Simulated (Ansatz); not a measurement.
# TiSi2: valence-band photoemission, part 2 of 2

What would valence photoemission of TiSi2 look like, and what sets its shape?

Ansatz 0.2.0; DFT, PBE, plane-wave PAW, default files, scalar-relativistic (the session's first sound run).

So far. Step 2 (The base run): At the Fermi level the DOS is 2.18 states/eV a cell, and on the broadened curves Ti 3d holds 70 % of the total there. Step 3 (With PBEsol): Of the bands kept, 4 cross the Fermi level on this path.

The database entry behind the starting cell is an old determination (1939), so it need not match the best structure at ambient conditions.

### 4. With RPBE

This step: DFT, RPBE, plane-wave PAW, default files, scalar-relativistic (Ansatz 0.2.0).

The run is repeated with RPBE on the same cell, to see how much the levels hang on the functional.

input.yaml

```yaml
crystal:
  lattice:
    - [0.0, 4.118, 4.2615]
    - [2.3865, 0.0, 4.2615]
    - [2.3865, 4.118, 0.0]
  atoms:
    - { symbol: Ti, position: [0.5, 0.5, 0.5] }
    - { symbol: Ti, position: [0.75, 0.75, 0.75] }
    - { symbol: Si, position: [0.833, 0.167, 0.833] }
    - { symbol: Si, position: [0.167, 0.833, 0.167] }
    - { symbol: Si, position: [0.417, 0.083, 0.417] }
    - { symbol: Si, position: [0.083, 0.417, 0.083] }
kpoints:
  mp_grid: { grid: [10, 10, 10] }
  band_path:
    path:
      - [[0.0, 0.0, 0.0], [0.5, 0.0, 0.5], [1.0, 0.5, 0.5], [0.5, 0.5, 0.0], [0.0, 0.0, 0.0], [0.0, 0.412367, 0.412367]]
      - [[1.0, 0.587633, 0.587633], [1.0, 0.5, 0.5]]
      - [[0.5, 0.0, 0.5], [0.5, 0.244441, 0.744441]]
      - [[0.5, 0.755559, 0.255559], [0.5, 0.5, 0.0]]
      - [[0.0, 0.0, 0.0], [0.5, 0.5, 0.5]]
    npoints: 10
scf:
  occupations: { method: fermi_dirac, width: 0.05 }
  n_extra_bands: 16
hamiltonian:
  xc: rpbe
  pseudopotentials: { kind: paw }
output:
  forces: true
  stress: true
  dos:
    projected: true
    de: 0.05
    e_range: [-30, 12]
    nscf_kmesh: { grid: [16, 16, 16] }
  fatbands: true
```

The run is started by

```bash
ansatz run input.yaml --threads 2 --pin off --max-ram 4096MiB --backend cpu --events-out ev --progress --plain --runs-dir out
```

Wall time 47 s (2 threads of Arm Neoverse V2, shared host); peak memory 1 GiB; 93 s of CPU time.

This step gave:

* free energy: -7566.7462 eV
* energy at zero smearing: -7566.7377 eV
* smearing term TS: 0.01693 eV
* Fermi energy: 12.78 eV
* pressure: 4.908 GPa
* share of occupied states in no projected shell: 0.0185 of the occupied states in the window
* DOS at the Fermi level: 2.170 states/eV/cell

The electronic bands at the labelled points (eV, zero at the Fermi level; # counts the bands kept):

| point | #9 | #10 | #11 | #12 | #13 | #14 | #15 | #16 |
| --- | --- | --- | --- | --- | --- | --- | --- | --- |
| Γ | -2.26 | -1.97 | -1.75 | -1.53 | -0.94 | 2.03 | 3.21 | 3.34 |
| halfway | -1.89 | -1.53 | -1.48 | -1.33 | -1.15 | 1.63 | 2.96 | 3.09 |
| Y | -2.42 | -2.42 | -0.85 | -0.85 | 1.27 | 1.27 | 3.31 | 3.31 |
| halfway | -1.12 | -1.12 | -0.73 | -0.73 | 0.97 | 0.97 | 2.64 | 2.64 |
| T | -1.27 | -1.27 | -0.66 | -0.66 | 0.93 | 0.93 | 2.30 | 2.30 |
| halfway | -1.33 | -1.33 | -0.55 | -0.55 | 0.79 | 0.79 | 2.05 | 2.05 |
| Z | -1.63 | -1.63 | -1.04 | -1.04 | 0.81 | 0.81 | 3.23 | 3.23 |
| halfway | -1.78 | -1.68 | -1.66 | -1.36 | -1.11 | 1.42 | 3.17 | 3.20 |
| Γ | -2.26 | -1.97 | -1.75 | -1.53 | -0.94 | 2.03 | 3.21 | 3.34 |
| halfway | -2.13 | -0.33 | -0.23 | 0.07 | 0.12 | 1.57 | 1.69 | 2.06 |
| Σ0 | -1.39 | -0.45 | 0.01 | 0.08 | 0.82 | 1.00 | 1.83 | 2.58 |
| jump to U0 | -1.39 | -0.45 | 0.01 | 0.08 | 0.82 | 1.00 | 1.83 | 2.58 |
| halfway | -1.04 | -0.85 | -0.59 | -0.28 | 0.90 | 0.95 | 2.06 | 2.51 |
| T | -1.27 | -1.27 | -0.66 | -0.66 | 0.93 | 0.93 | 2.30 | 2.30 |
| jump to Y | -2.42 | -2.42 | -0.85 | -0.85 | 1.27 | 1.27 | 3.31 | 3.31 |
| halfway | -1.57 | -1.57 | -1.19 | -1.19 | 1.35 | 1.35 | 2.80 | 2.80 |
| C0 | -1.75 | -1.75 | -1.34 | -1.34 | 1.40 | 1.40 | 2.16 | 2.16 |
| jump to A0 | -1.75 | -1.75 | -1.34 | -1.34 | 1.40 | 1.40 | 2.16 | 2.16 |
| halfway | -1.77 | -1.77 | -1.19 | -1.19 | 1.24 | 1.24 | 1.85 | 1.85 |
| Z | -1.63 | -1.63 | -1.04 | -1.04 | 0.81 | 0.81 | 3.23 | 3.23 |
| jump to Γ | -2.26 | -1.97 | -1.75 | -1.53 | -0.94 | 2.03 | 3.21 | 3.34 |
| halfway | -1.81 | -1.43 | -1.23 | -1.03 | -0.36 | 1.41 | 2.66 | 2.74 |
| L | -1.99 | -1.09 | -0.05 | 0.17 | 1.04 | 1.35 | 1.78 | 2.25 |

Of the projections kept (Ti s, Ti d, Si s, Si p, not projected), the largest for each band there; the rest of the weight can lie on other orbitals:

```csv
point,#9,#10,#11,#12,#13,#14,#15,#16
Γ,Si p 0.55,Si p 0.95,Si p 0.75,Si p 0.66,Ti d 0.81,Ti d 0.98,Ti d 0.66,Ti d 0.43
Y,Ti d 0.40,Ti d 0.40,Ti d 0.74,Ti d 0.74,Ti d 0.80,Ti d 0.80,Ti d 0.68,Ti d 0.68
T,Ti d 0.56,Ti d 0.56,Ti d 0.61,Ti d 0.61,Ti d 0.75,Ti d 0.75,Ti d 0.60,Ti d 0.60
Z,Si p 0.74,Si p 0.74,Ti d 0.73,Ti d 0.73,Ti d 0.64,Ti d 0.64,Ti d 0.57,Ti d 0.57
Γ,Si p 0.55,Si p 0.95,Si p 0.75,Si p 0.66,Ti d 0.81,Ti d 0.98,Ti d 0.66,Ti d 0.43
Σ0,Si p 0.51,Ti d 0.71,Ti d 0.70,Ti d 0.78,Ti d 0.75,Ti d 0.84,Si p 0.49,Ti d 0.83
```

The DOS has structure finer than the step of the table below, so its rows give means over 0.5 eV, whole bins alone (the curve runs from -14.1 to 7.03 eV). Peaks (eV: height): total -1.07: 5.64, 2.83: 8.16, 3.62: 5.82, 4.22: 6.45; Si 3p -2.08: 2.56, -1.57: 2.57, 2.62: 1.44, 4.22: 2.08; Ti 3d -1.07: 3.31, 1.32: 2.98, 2.83: 5.52, 3.62: 2.73; Si 3s -10.57: 0.830, -8.18: 0.877, 3.12: 0.949, 3.62: 0.838; Ti 4s -11.57: 0.182, 3.62: 0.353, 4.03: 0.507, 5.83: 0.247.

* holds the states left over by the projection beside any projected weight of its own. DOS against E, zero at the Fermi level; means over each step; values in states/eV/cell:

| E (eV) | total | Si 3p | Ti 3d | Si 3s | Ti 4s | Ti 4p* |
| --- | --- | --- | --- | --- | --- | --- |
| -13.0 | 0 | 0 | 0 | 0 | 0 | 0 |
| -12.5 | 0.166 | 0.00854 | 3.1e-4 | 0.0850 | 0.0710 | 3.6e-4 |
| -12.0 | 0.477 | 0.0582 | 0.00222 | 0.247 | 0.167 | 0.00303 |
| -11.5 | 0.695 | 0.135 | 0.00705 | 0.365 | 0.181 | 0.00740 |
| -11.0 | 0.951 | 0.242 | 0.0174 | 0.513 | 0.166 | 0.0132 |
| -10.5 | 1.31 | 0.395 | 0.0392 | 0.741 | 0.118 | 0.0222 |
| -10.0 | 0.789 | 0.262 | 0.0361 | 0.422 | 0.0554 | 0.0127 |
| -9.5 | 1.18 | 0.421 | 0.0736 | 0.580 | 0.0845 | 0.0168 |
| -9.0 | 1.16 | 0.429 | 0.0837 | 0.573 | 0.0625 | 0.0168 |
| -8.5 | 1.30 | 0.469 | 0.111 | 0.642 | 0.0615 | 0.0193 |
| -8.0 | 1.79 | 0.639 | 0.201 | 0.832 | 0.0937 | 0.0219 |
| -7.5 | 1.22 | 0.450 | 0.152 | 0.551 | 0.0490 | 0.0144 |
| -7.0 | 1.08 | 0.417 | 0.132 | 0.466 | 0.0523 | 0.0135 |
| -6.5 | 1.32 | 0.478 | 0.165 | 0.590 | 0.0696 | 0.0188 |
| -6.0 | 1.61 | 0.575 | 0.202 | 0.726 | 0.0763 | 0.0276 |
| -5.5 | 1.17 | 0.570 | 0.159 | 0.344 | 0.0822 | 0.0169 |
| -5.0 | 1.78 | 1.19 | 0.208 | 0.236 | 0.113 | 0.0287 |
| -4.5 | 2.06 | 1.30 | 0.305 | 0.305 | 0.123 | 0.0359 |
| -4.0 | 2.09 | 1.28 | 0.338 | 0.304 | 0.130 | 0.0415 |
| -3.5 | 2.30 | 1.42 | 0.399 | 0.317 | 0.108 | 0.0555 |
| -3.0 | 2.71 | 1.62 | 0.595 | 0.317 | 0.105 | 0.0753 |
| -2.5 | 3.17 | 1.92 | 0.803 | 0.292 | 0.0625 | 0.101 |
| -2.0 | 3.93 | 2.19 | 1.31 | 0.252 | 0.0522 | 0.129 |
| -1.5 | 4.81 | 2.28 | 2.11 | 0.186 | 0.0534 | 0.181 |
| -1.0 | 4.76 | 1.63 | 2.77 | 0.142 | 0.0309 | 0.190 |
| -0.5 | 2.97 | 0.830 | 1.90 | 0.0972 | 0.0157 | 0.123 |
| 0.0 | 2.14 | 0.499 | 1.48 | 0.0589 | 0.0109 | 0.0942 |
| 0.5 | 1.54 | 0.330 | 1.08 | 0.0431 | 0.00900 | 0.0777 |
| 1.0 | 3.34 | 0.601 | 2.42 | 0.115 | 0.0222 | 0.175 |
| 1.5 | 2.64 | 0.374 | 1.92 | 0.156 | 0.0411 | 0.139 |
| 2.0 | 2.28 | 0.665 | 1.26 | 0.228 | 0.0331 | 0.0957 |
| 2.5 | 5.66 | 1.17 | 3.57 | 0.534 | 0.0991 | 0.285 |
| 3.0 | 6.83 | 1.03 | 4.49 | 0.821 | 0.142 | 0.347 |
| 3.5 | 4.49 | 0.928 | 2.19 | 0.630 | 0.260 | 0.485 |
| 4.0 | 5.46 | 1.56 | 2.30 | 0.612 | 0.392 | 0.597 |
| 4.5 | 4.59 | 1.56 | 1.63 | 0.482 | 0.287 | 0.636 |
| 5.0 | 3.51 | 1.38 | 1.04 | 0.320 | 0.209 | 0.555 |
| 5.5 | 3.22 | 1.41 | 0.812 | 0.218 | 0.194 | 0.591 |
| 6.0 | 3.28 | 1.53 | 0.670 | 0.225 | 0.210 | 0.643 |
| 6.5 | 3.73 | 1.84 | 0.647 | 0.198 | 0.237 | 0.802 |

The two runs compared:

| quantity | this run | base run | difference |
| --- | --- | --- | --- |
| DOS at the Fermi level (states/eV/cell) | 2.1703 | 2.1794 | -0.00910 |

### 5. A coarser DOS mesh

This step: DFT, PBE, plane-wave PAW, default files, scalar-relativistic (Ansatz 0.2.0).

A coarser mesh is cheaper; this run shows what it does to the DOS. The DOS is also smeared by Gaussians here, in place of tetrahedra.

input.yaml, the sections that differ from step 4:

```yaml
kpoints:
  mp_grid: { grid: [10, 10, 10] }
hamiltonian:
  xc: pbe
  pseudopotentials: { kind: paw }
output:
  forces: true
  stress: true
  dos:
    projected: true
    de: 0.05
    e_range: [-30, 12]
    nscf_kmesh: { grid: [6, 6, 6] }
    method: { smearing: { sigma: 0.3, scheme: gaussian } }
# crystal, scf: as in step 4
```

Wall time 15 s (2 threads); peak memory 0.64 GiB; 29 s of CPU time.

This step gave:

```
free energy                                    : -7545.9121 eV
energy at zero smearing                        : -7545.9037 eV
smearing term TS                               : 0.01698 eV
Fermi energy                                   : 12.67 eV
pressure                                       : 2.290 GPa
share of occupied states in no projected shell : 0.0181 of the occupied states in the window
DOS at the Fermi level                         : 1.754 states/eV/cell
```

The two runs compared:

```csv
quantity,this run,base run,difference
DOS at the Fermi level (states/eV/cell),1.7541,2.1794,-0.425
```

### 6. Another try

In this try the input is made faulty on purpose, to show what that does.

This step: DFT, pbe96, plane-wave PAW, default files, scalar-relativistic; changed: hamiltonian.xc = "pbe96", scf.max_iter = 50 (Ansatz 0.2.0).

Changes to input.yaml since step 5:

```diff
@@ -17,4 +17,5 @@
   n_extra_bands: 16
+  max_iter: 50
 hamiltonian:
-  xc: pbe
+  xc: pbe96
   pseudopotentials: { kind: paw }
@@ -27,3 +28,2 @@
     e_range: [-30, 12]
-    nscf_kmesh: { grid: [6, 6, 6] }
-    method: { smearing: { sigma: 0.3, scheme: gaussian } }
+    nscf_kmesh: { grid: [16, 16, 16] }
```

It took 0.02 s on 2 threads; peak memory 0.022 GiB.

The program refused the input before any cycle.

The program's message: “Error: YAML parse error: error: line 20 column 7: hamiltonian.xc: unknown variant `pbe96`, expected one of `lda`, `lda-pw`, `pw92`, `pbe`, `pbesol`, `rpbe`, `revpbe`, `blyp`, `pbe0`, `revpbe0`, `b3lyp …”

The change that led to it: hamiltonian.xc = "pbe96".

### 7. Other settings

This step: DFT, PBE, plane-wave PAW, default files, scalar-relativistic; changed: kpoints.mp_grid.shift = [0.5, 0.5, 0.5], scf.algorithm = "density_mixing" (Ansatz 0.2.0).

Some settings are changed to see whether the read-outs move.

Changes to input.yaml since step 6:

```diff
@@ -13,3 +13,3 @@
 kpoints:
-  mp_grid: { grid: [10, 10, 10] }
+  mp_grid: { grid: [10, 10, 10], shift: [0.5, 0.5, 0.5] }
 scf:
@@ -17,5 +17,5 @@
   n_extra_bands: 16
-  max_iter: 50
+  algorithm: density_mixing
 hamiltonian:
-  xc: pbe96
+  xc: pbe
   pseudopotentials: { kind: paw }
```

Run time: 2.1 min. Hardware: 2 threads; peak memory 2.6 GiB.

Numbers from this step:

* free energy: -7545.9100 eV
* energy at zero smearing: -7545.9005 eV
* smearing term TS: 0.01902 eV
* symmetry operations: 2
* pressure: 2.282 GPa
* DOS at the Fermi level: 2.180 states/eV/cell

This run's widths, added to any smearing of the DOS itself: Gaussian 0.45 eV, Lorentzian 0.2 eV plus 0.05 an eV of depth. Table of intensity by binding energy, zero at the Fermi level; values in % of the maximum within 13 eV:

```csv
binding energy (eV),21.2 eV,150 eV,1486.7 eV,9251.7 eV
-1.0,2.51,2.59,3.37,1.86
-0.5,6.27,6.24,6.56,2.98
0.0,36.9,35.5,29.9,10.1
0.5,74.6,72.3,62.6,21.1
1.0,98.3,97.5,90.8,31.3
1.5,82.5,86.3,97.7,39.9
2.0,56.2,63.3,92.7,46.9
2.5,39.1,47.2,87.5,52.7
3.0,28.8,36.7,82.0,56.6
3.5,21.7,29.4,76.7,57.2
4.0,18.3,25.6,73.2,57.3
4.5,15.9,23.2,70.4,56.0
5.0,12.7,19.3,65.0,53.8
5.5,10.4,16.2,70.6,65.4
6.0,10.7,17.1,90.5,88.3
6.5,9.67,15.6,86.1,84.8
7.0,8.59,14.1,78.4,77.2
7.5,9.05,15.0,86.5,85.6
8.0,9.55,16.4,99.6,99.4
8.5,7.74,14.1,91.0,91.5
9.0,6.32,12.2,83.0,84.2
9.5,5.33,10.8,77.7,79.7
10.0,4.26,9.38,72.9,75.9
10.5,3.81,9.30,78.4,83.3
11.0,2.57,7.59,68.2,74.5
11.5,-,5.51,52.5,59.1
12.0,-,3.71,36.9,42.5
12.5,-,2.13,20.9,24.3
13.0,-,1.14,10.2,11.5
13.5,-,0.727,5.86,6.47
14.0,-,0.534,4.00,4.34
```

Spectra as before, but with a recipe of its own (widths, and in some runs the light), which changes peak heights and what is resolved: Gaussian 0.45 eV, Lorentzian 0.2 eV plus 0.05 times the binding energy, unpolarised light, analyser at 90°, Fermi edge at 300 K; some photon energies differ too.

Side by side:

| quantity | this run | base run | difference |
| --- | --- | --- | --- |
| DOS at the Fermi level (states/eV/cell) | 2.1803 | 2.1794 | 9.0e-4 |

The free energy moves by 0.4 meV an atom against the base run, the DOS at the Fermi level from 2.18 to 2.18 states/eV.

### 8. What came out

```yaml
least_gap_on_the_mesh_and_the_path: under 0.05 eV or none
strongest_listed_peak_within_13_ev_of_the_zero_at_1486p7_ev: 8.1 eV binding, mostly Si 3s
strongest_listed_peak_within_13_ev_of_the_zero_at_21p2_ev: 1.1 eV binding, mostly Ti 3d
ti_3d_centre_of_the_filled_part: -2.21 eV (3.2 states an atom)
pbe_46_s_on_2_threads: no clear gap, highest Al Kα peak within 13 eV at 8.1 eV (Si 3s)
pbesol_46_s_on_2_threads: no clear gap, highest Al Kα peak within 13 eV at 8.1 eV (Si 3s)
rpbe_47_s_on_2_threads: no clear gap, highest Al Kα peak within 13 eV at 1.3 eV (Ti 3d)
coarse_dos_15_s_on_2_threads: no clear gap, highest Al Kα peak within 13 eV at 8.2 eV (Si 3s)
other_settings_2p1_min_on_2_threads: no clear gap, highest Al Kα peak within 13 eV at 8.1 eV (Si 3s)
```

What this shows: TiSi2 is without a gap at the base level, and its valence spectrum changes with photon energy as the shells' cross sections do. At 21.2 eV the valence spectrum has its highest listed peak within 10.8 eV at 1.1 eV (Ti 3d). At 1486.7 eV the valence spectrum has its highest listed peaks within 13 eV at 1.2 eV (mixed, Ti 3d leading), 2.0 eV (mixed, Si 3p leading), 6.0 eV (Si 3s), 8.1 eV (Si 3s) and 10.5 eV (Si 3s). The shell named is the one with most of the intensity, cross sections included, not always the one with most states there. In the main run, from 1486.7 eV towards hard X-rays the Si 3s share grows by 21 points, as its cross section falls more slowly with photon energy than those of the shells it gains on. At 21.2 eV the area is led by Ti 3d (88 %), at 8047.8 eV by Si 3s (81 %), since cross sections fall faster with photon energy for shells of higher angular momentum. These are Kohn–Sham levels; self-energy shifts and satellites are missing. Each run has its own recipe for the spectra (widths, photon energies, in some runs the light), so peak heights and places can differ between runs for that reason too.

[Logs are printed without paths, hosts, clocks, repeated set-up lines and the standing remarks that a program may print on its own settings, such as how far it seeks lower states.]

[Hosts, paths, dates, database ids (printed as entryN), source tags and the programs' standing remarks are cut or masked in the printed files.]

[Maps of the electrostatic potential energy from Ansatz leave out the sawtooth potential of an applied field or a dipole correction, so their vacuum need not be flat; work functions include it.]

[Peak lists hold at most the 14 tallest peaks of each spectrum; further lines can be left out.]
